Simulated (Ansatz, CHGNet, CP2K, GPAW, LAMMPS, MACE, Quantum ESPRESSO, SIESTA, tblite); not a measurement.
# Running amorphous polyacrylonitrile (as short chains C14N4H18) at 360 K (108 atoms) with CP2K, part 2 of 2

How do the settings of CP2K change the result for amorphous polyacrylonitrile (as short chains C14N4H18) at 360 K (108 atoms)? A plane-wave run serves as the yardstick.

Program: CP2K 2026.2; the method stands at each step. Banners, paths, timers and routine set-up lines are dropped from the logs unmarked, and long logs keep their key lines alone; longer cuts are marked.

So far. Step 2 (PBE, DZVP-MOLOPT-SR, 600/50 Ry, OT DIIS): Forces lie 11 % from the reference's, at 2.5 times its CPU time (on 4 against 2 cores). Step 3 (PBE, SZV-MOLOPT-SR, 600/50 Ry, OT DIIS): Against the first run (11 %), the force difference from the reference is 156 %, at 0.56 times the CPU time (on 2 against 4 cores), with 270 basis functions against 972: the smaller basis costs accuracy.

**4. PBE, DZVP-MOLOPT-SR, 210/50 Ry, OT DIIS**

Method: Kohn-Sham DFT, PBE, GTH-PBE pseudopotentials, Gaussian and plane waves, DZVP-MOLOPT-SR-GTH, orbital transformation.

input.inp reads:

```
&GLOBAL
  PROJECT cell
  RUN_TYPE ENERGY_FORCE
  PRINT_LEVEL LOW
&END GLOBAL
&FORCE_EVAL
  METHOD QS
  STRESS_TENSOR ANALYTICAL
  &DFT
    BASIS_SET_FILE_NAME BASIS_MOLOPT
    POTENTIAL_FILE_NAME GTH_POTENTIALS
    &MGRID
      CUTOFF 210
      REL_CUTOFF 50
    &END MGRID
    &QS
      EPS_DEFAULT 1.0E-12
    &END QS
    &SCF
      SCF_GUESS ATOMIC
      EPS_SCF 1.0E-06
      MAX_SCF 30
      &OT
        MINIMIZER DIIS
        PRECONDITIONER FULL_ALL
        ENERGY_GAP 0.001
      &END OT
      &OUTER_SCF
        EPS_SCF 1.0E-06
        MAX_SCF 8
      &END OUTER_SCF
      &PRINT
        &RESTART OFF
        &END RESTART
      &END PRINT
    &END SCF
    &XC
      &XC_FUNCTIONAL PBE
      &END XC_FUNCTIONAL
    &END XC
    &PRINT
      &MULLIKEN ON
      &END MULLIKEN
      &HIRSHFELD ON
        SHAPE_FUNCTION DENSITY
      &END HIRSHFELD
      &MO_CUBES
        NHOMO 1
        NLUMO 4
        WRITE_CUBE F
      &END MO_CUBES
    &END PRINT
  &END DFT
  &SUBSYS
    &CELL
      A 10.34621 0.00000 0.00000
      B 0.00000 10.34621 0.00000
      C 0.00000 0.00000 10.34621
    &END CELL
    &COORD
[... 108 atom lines left out: the same atoms as in the first run ...]
    &END COORD
    &KIND C
      BASIS_SET DZVP-MOLOPT-SR-GTH-q4
      POTENTIAL GTH-PBE-q4
    &END KIND
    &KIND N
      BASIS_SET DZVP-MOLOPT-SR-GTH-q5
      POTENTIAL GTH-PBE-q5
    &END KIND
    &KIND H
      BASIS_SET DZVP-MOLOPT-SR-GTH-q1
      POTENTIAL GTH-PBE-q1
    &END KIND
  &END SUBSYS
  &PRINT
    &FORCES ON
    &END FORCES
    &STRESS_TENSOR ON
    &END STRESS_TENSOR
  &END PRINT
&END FORCE_EVAL
```

The run is started by

```sh
OMP_NUM_THREADS=2 cp2k.psmp -i input.inp > output.txt
```

Numbers of over 12 decimals in the logs are rounded to 6 here.

What it wrote:

```text
CP2K| version string:                                       CP2K version 2026.2
 CP2K| Input file name                                                 input.inp
 GLOBAL| Basis set file name                                        BASIS_MOLOPT
 GLOBAL| Potential file name                                      GTH_POTENTIALS
 GLOBAL| Run type                                                   ENERGY_FORCE
 GLOBAL| Total number of message passing processes                             1
 GLOBAL| Number of threads for this process                                    2
[... lines left out ...]
 Number of electrons:                                                        282
[... lines left out ...]
  Step     Update method      Time    Convergence         Total energy    Change
[... lines left out ...]
  Total energy:                                              -389.882351
[... lines left out ...]
  Step     Update method      Time    Convergence         Total energy    Change
[... lines left out ...]
  *** SCF run converged in     6 steps ***
[... lines left out ...]
  Total energy:                                              -389.883003
[... lines left out ...]
  outer SCF loop converged in   2 iterations or   36 steps
[... lines left out ...]
 Fermi Energy [eV] :   -2.359478
[... lines left out ...]
 WARNING : did not converge in ot_eigensolver
 number of iterations          299  exceeded maximum
 current gradient / target gradient   2.4658766625563771E-005  /    1.0000000000000001E-005
       0.13492964      0.13873401      0.14199748      0.14608500
 HOMO - LUMO gap [eV] :    6.031100
 ENERGY| Total FORCE_EVAL ( QS ) energy [hartree]           -389.883003
 FORCES| Atomic forces [hartree/bohr]
 FORCES|   Atom     x               y               z               |f|
 FORCES|      1 -5.17720499E-03  2.72819650E-02 -6.66308700E-02   7.21857459E-02
 FORCES|      2 -3.52071911E-02  1.87648915E-02  1.37832013E-02   4.22095261E-02
 FORCES|      3  1.43043118E-02  1.70328576E-02 -1.54653470E-02   2.70907462E-02
[...]
FORCES|    107 -7.28876653E-03 -3.46116169E-03  1.33055592E-02   1.55609660E-02
 FORCES|    108 -7.81927236E-03  9.39979422E-03 -1.70829253E-02   2.10077007E-02
 FORCES| Sum    -2.20424618E-03  4.20207736E-03  3.41675457E-03
 FORCES| Total atomic force                                       5.84725296E-03
 STRESS| Analytical stress tensor [bar]
 STRESS|                        x                   y                   z
 STRESS|      x        5.00005118080E+04  -7.56780009565E+03   2.93129883353E+02
 STRESS|      y       -7.56780009565E+03   3.26372912094E+04   6.76344579547E+02
 STRESS|      z        2.93129883353E+02   6.76344579547E+02   3.06336898348E+04
 STRESS| 1/3 Trace                                             3.77571642841E+04
```

It took 3.6 min on 2 threads of Arm Neoverse V2, shared host; peak memory 0.58 GiB.

The solver for the empty levels stopped short of its threshold, so the gap is rough; its iterations count in the time.

Against the reference:

```yaml
r_m_s_force_component: 1.245 eV/Å
r_m_s_difference_of_force_components: 134.2 meV/Å
longest_difference_of_force_vectors: 588 meV/Å
force_difference_over_r_m_s_force: 11.11 %
slope_of_forces_against_the_reference_s: 1.025
correlation_of_force_components: 0.9945
spacing_of_highest_filled_and_lowest_empty_level: 6.031 eV
gap_difference: 0.1435 eV
pressure: 3.776 GPa
pressure_difference: 0.5557 GPa
energy_less_the_same_level_run_s: -0.1425 meV/atom
r_m_s_force_difference_from_the_same_level_run: 27.93 meV/Å
```

This is a coarse setting, run to see what it loses.

Against the first run (11 %), the force difference from the reference is 11 %, at 0.78 times the CPU time (on 2 against 4 cores): the change moves forces by 28 meV/Å r.m.s., so most of the difference comes from elsewhere.

**5. All runs compared**

Differences are against the plane-wave reference, forces as r.m.s. over components; share is that over the reference's r.m.s. force, slope the least-squares factor from reference forces to these. Total energies of different programs have different zeros and aren't compared.

```csv
run,"Δ force, r.m.s. (meV/Å)",share (%),slope,Δ pressure (GPa),Δ gap (eV),cores,CPU time,memory (GiB)
reference,-,-,-,-,-,2,3.6 min,2.3
"CP2K PBE, DZVP-MOLOPT-SR, 600/50 Ry, OT DIIS",137,11.4,1.024,0.549,0.144,4,8.9 min,2.6
"CP2K PBE, SZV-MOLOPT-SR, 600/50 Ry, OT DIIS (coarse)",1888,156,1.302,6.38,1.04,2,5 min,1.6
"CP2K PBE, DZVP-MOLOPT-SR, 210/50 Ry, OT DIIS (coarse)",134,11.1,1.025,0.556,0.143,2,6.9 min,0.58
```

Rows marked coarse were listed beforehand as settings not expected to be converged; some can still land near the reference.

CPU time is summed over cores on a shared host, where runs went side by side, so it is rough. Symmetry, cutoffs, thresholds, outputs and thread counts weren't matched or tuned between programs; memory under MPI is the largest rank's times the ranks.

Within one program, basis, potentials and functional, energies share a zero. Each run against its twin at the usual cutoff or grid and solver:

| run | twin | Δ energy (meV/atom) | Δ force, r.m.s. (meV/Å) | CPU time over the twin's |
| --- | --- | --- | --- | --- |
| CP2K PBE, DZVP-MOLOPT-SR, 210/50 Ry, OT DIIS | DZVP-MOLOPT-SR, 600/50 Ry, OT DIIS | -0.142 | 27.9 | 0.78 (this twin ran on 4 cores) |

**6. What came out**

- nearest in forces: a tie at 11 % of 2 runs: CP2K PBE, DZVP-MOLOPT-SR, 600/50 Ry, OT DIIS; CP2K PBE, DZVP-MOLOPT-SR, 210/50 Ry, OT DIIS (coarse)

What this shows: The PBE run in local orbitals, coarse settings apart, differs by 11 % (CP2K PBE, DZVP-MOLOPT-SR, 600/50 Ry, OT DIIS); basis, grid and potentials can all enter. Runs with settings chosen to be coarse differ by 11 % (CP2K PBE, DZVP-MOLOPT-SR, 210/50 Ry, OT DIIS) to 156 % (CP2K PBE, SZV-MOLOPT-SR, 600/50 Ry, OT DIIS), their programs' other errors included. None of the electronic-structure runs in the table takes under half the reference's CPU time of 3.6 min; they take 1.4 to 2.5 times as much. At the same functional, gaps differ from the reference's 5.89 eV by between +0.14 and +1.04 eV. A likely cause of the wide gaps: compact atomic orbitals describe empty levels worse than filled ones. In pressure, CP2K PBE, SZV-MOLOPT-SR, 600/50 Ry, OT DIIS misses by +6.4 GPa, at the same functional. The reference's pressure holds the uncorrected Pulay stress of its 60 Ry basis, so small pressure differences, and their order, may be the reference's own error. The network of contacts between molecules at the start is that of the classical potential that made the cell, and needn't be the one that DFT or experiment would give. The reference's PBE has no dispersion term, which matters for the binding between molecules or layers. The density was typed from a rule of thumb and may lie off the real one at this temperature. The electronic-structure runs sample only Γ, in a cell whose shortest periodic width is 10 Å.

[Also dropped from logs without a mark: logging warnings of Python, and SIESTA's first energy breakdown and zero terms.]

[Logs are printed without paths, hosts, clocks, repeated set-up lines and the standing remarks that a program may print on its own settings, such as how far it seeks lower states.]

[Hosts, paths, dates, database ids (printed as entryN), source tags and the programs' standing remarks are cut or masked in the printed files.]
